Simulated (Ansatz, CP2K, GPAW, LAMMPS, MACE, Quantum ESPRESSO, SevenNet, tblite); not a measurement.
# Amorphous Ge (66 atoms): other programs against plane waves

Aim: forces, pressure of amorphous Ge (66 atoms) at one geometry, from other programs and methods, against plane-wave PBE.

Results are calculated, not measured.

### Step 1. The structure

The cell holds 66 atoms (66 Ge), with edges of 11.53, 11.53 and 11.53 Å. Recipe: 66 atoms (66 Ge) placed at random at 5.19 g/cm³, melted at 3500 K for 10 ps at fixed volume with the Tersoff potential (Tersoff, Phys. Rev. B 39, 5566 (1989)). Quenched from 3500 K to 300 K at 5 K/ps and fixed volume, held 5 ps, then minimised at fixed cell. The density is 5.19 g/cm³.

### Step 2. The reference input

Quantum ESPRESSO 7.5: Kohn-Sham DFT, PBE, SSSP efficiency 1.3.0 pseudopotentials, plane waves. Its input, pw.in:

```
&control
  calculation = 'scf'
  pseudo_dir = './pseudo'
  outdir = './tmp'
  disk_io = 'none'
  tprnfor = .true.
  tstress = .true.
/
&system
  ibrav = 0
  nat = 66
  ntyp = 1
  ecutwfc = 45
  ecutrho = 360
  nosym = .true.
  occupations = 'smearing'
  smearing = 'fd'
  degauss = 0.003675
/
&electrons
  conv_thr = 3.3e-07
  electron_maxstep = 100
  mixing_beta = 0.2
  mixing_mode = 'local-TF'
  diagonalization = 'david'
/
ATOMIC_SPECIES
Ge 72.630 Ge.upf
CELL_PARAMETERS angstrom
11.53150 0.00000 0.00000
0.00000 11.53150 0.00000
0.00000 0.00000 11.53150
ATOMIC_POSITIONS crystal
Ge 0.77655 0.64714 0.95623
Ge 0.45976 0.05999 0.09833
Ge 0.32775 0.37773 0.78687
Ge 0.70793 0.98233 0.31808
[... 60 atom lines left out ...]
Ge 0.06517 0.08656 0.79992
Ge 0.80214 0.45797 0.07641
K_POINTS gamma
```

```console
$ OMP_NUM_THREADS=1 mpirun -np 4 pw.x -in pw.in > output.txt
```

The job ended after 6 min (4 MPI ranks of Intel Xeon Platinum 8259CL at 2.50GHz (Skylake/Cascade Lake), shared host; peak memory 4.7 GiB; 24 min of CPU time).

It converged with an r.m.s. force component of 0.23 eV/Å and a pressure of 2.8 GPa.

### Step 3. What was run beside it

- CP2K 2026.2: Gaussian basis with GTH pseudopotentials and a plane-wave density; labels give functional, basis (MOLOPT sets; SR short-range, UZH the newer set with its own potentials), grid cutoff/relative cutoff and solver (OT: orbital transformation; TRS4, TC2, SIGN: linear-scaling purification with its sparsity filter), or its built-in tight binding.
- GPAW 26.7.0: PAW with atomic orbitals (LCAO), plane waves or a real-space grid of spacing h.
- MACE: machine-learned potential, published weights.
- Quantum ESPRESSO 7.5: plane waves; labels (QE) give functional, pseudopotential set and cutoffs of waves/density.
- SevenNet: machine-learned potential, published weights.
- tblite 0.8.0: extended tight binding, driven from Python.

All use the same cell and atoms, and the electronic-structure runs the same k-mesh.

### Step 4. Side by side

Differences are against the reference: forces as r.m.s. over components, share as that over the reference's r.m.s. force, slope as the fitted ratio of a run's forces to the reference's.

```csv
run,"Δ force, r.m.s. (meV/Å)",share (%),slope,Δ pressure (GPa),cores,CPU time,memory (GiB)
reference,-,-,-,-,4,24 min,4.7
"CP2K PBE, DZVP-MOLOPT (SR for Ge), 350/50 Ry, diagonalisation",24.3,10.6,1.013,1.07,2,3.6 min,2.2
"CP2K PBE, DZVP-UZH, 122/50 Ry, diagonalisation (coarse)",28.1,12.2,1.018,0.834,2,3 min,0.81
"CP2K PBE, DZVP-UZH, 350/20 Ry, diagonalisation (coarse)",31.0,13.4,1.022,0.916,2,3.5 min,2.2
"CP2K PBE, DZVP-UZH, 350/50 Ry, diagonalisation",28.2,12.2,1.018,0.834,2,5.2 min,2.2
"CP2K PBE, DZVP-UZH, 489/50 Ry, diagonalisation",28.2,12.2,1.018,0.834,4,8.3 min,5.0
"CP2K PBE, TZV2P-UZH, 350/50 Ry, diagonalisation",12.5,5.43,1.022,0.672,4,18 min,5.0
"CP2K TPSS, PBE potentials, DZVP-UZH, 350/50 Ry, diagonalisation",38.9,16.9,1.044,1.06,4,14 min,3.8
"GPAW PBE, LCAO dzp, h 0.2 Å",45.2,19.6,1.098,-,1,5.6 min,1.3
"GPAW PBE, LCAO dzp, h 0.2 Å, other mixer settings",44.5,19.3,1.097,-,1,7.1 min,1.3
"GPAW PBE, LCAO sz(dzp), h 0.2 Å (coarse)",144,62.3,1.317,-,1,94 s,1.0
"GPAW PBE, LCAO szp(dzp), h 0.2 Å (coarse)",116,50.3,1.253,-,1,4.2 min,1.3
MACE MP-0b3 medium potential,174,75.5,0.409,-1.54,1,14 s,0.8
MACE MPA-0 medium potential,166,71.9,0.504,-0.662,1,12 s,0.81
"QE PBE+D3(BJ), sssp-1.3.0-efficiency, 45/360 Ry",8.60,3.73,0.993,-1.97,4,23 min,4.7
SevenNet 0 potential,184,79.9,0.380,-0.967,1,14 s,0.7
tblite GFN1-xTB,122,53.0,0.663,1.15,1,19 s,0.14
```

Rows marked coarse were listed beforehand as settings not expected to be converged; some can still land near the reference.

Times of the machine-learned potentials are mostly Python's start and the loading of weights.

Runs without a result: CP2K GFN1-xTB, diagonalisation (not converged).

CPU time is summed over cores on shared hosts, so it is rough.

### Step 5. Findings

Forces lie from 3.7 % (QE PBE+D3(BJ), sssp-1.3.0-efficiency, 45/360 Ry) to 80 % (SevenNet 0 potential) of the reference's r.m.s. force of 0.23 eV/Å away from it. The PBE runs in local orbitals, coarse settings apart, differ by 5.4 % (CP2K PBE, TZV2P-UZH, 350/50 Ry, diagonalisation) to 20 % (GPAW PBE, LCAO dzp, h 0.2 Å); basis, grid and potentials can all enter. Tight binding differs by 53 % (tblite GFN1-xTB); it is another model, with fitted parameters of its own, and the xTB methods hold dispersion. Machine-learned potentials differ by 72 % (MACE MPA-0 medium potential) to 80 % (SevenNet 0 potential); they were trained on other programs' data. Among those trained on PBE data the slope goes as low as 0.38, with a correlation of 0.60, so directions differ as well as sizes.

In the reference's own program, potentials and cutoffs, a change of model alone moves forces by 3.7 % (QE PBE+D3(BJ), sssp-1.3.0-efficiency, 45/360 Ry). Other rows with another functional or a dispersion term differ by 17 % (CP2K TPSS, PBE potentials, DZVP-UZH, 350/50 Ry, diagonalisation), which mixes the change of model with differences of basis and potentials, some of them made for another functional. Runs with settings chosen to be coarse differ by 12 % (CP2K PBE, DZVP-UZH, 122/50 Ry, diagonalisation) to 62 % (GPAW PBE, LCAO sz(dzp), h 0.2 Å), their programs' other errors included. From CP2K PBE, DZVP-UZH, 122/50 Ry, diagonalisation to the finer CP2K PBE, DZVP-UZH, 489/50 Ry, diagonalisation the share goes from 12.2 to 12.2 %, so the grid isn't what parts these runs from the reference. Pressures at PBE, coarse settings apart, lie +0.67 to +1.07 GPa from the reference's.

Caveats: Periodic xTB results under one method name differ between programs and library versions. The potentials hold different valence shells: 924 electrons in the reference, 264 in CP2K with TZV2P-UZH and 264 in GPAW; this bears on time and differences. GPAW's setups keep the filled d shell of Ge in the core. The reference's pressure holds the uncorrected Pulay stress of its 45 Ry basis, so small pressure differences may be the reference's own error. Machine-learned potentials mimic data converged in k, so the reference's own k-point error enters their differences. The quench rate of 5 K/ps is many orders above laboratory rates, so the cell is likely richer in defects and strain than a real sample. The network of bonds at the start is that of the classical potential that made the cell, and needn't be the one that DFT or experiment would give. The electronic-structure runs sample only Γ, in a cell whose shortest periodic width is 12 Å, which is coarse for a cell with partly filled levels. The reference's pressure of 2.8 GPa reflects the volume that the recipe set, positions that aren't this level's minimum and the basis. Spin–orbit coupling is left out. Where levels are smeared, the DFT runs use Fermi–Dirac occupations at 580 K (0.05 eV), and energies are free energies. The reference's cutoffs and mesh weren't converged further here.

[Logs are printed without paths, hosts, clocks, repeated set-up lines and the standing remarks that a program may print on its own settings, such as how far it seeks lower states.]

[Hosts, paths, dates, database ids (printed as entryN), source tags and the programs' standing remarks are cut or masked in the printed files.]

[Cells were taken only where this reference lay near another plane-wave run.]
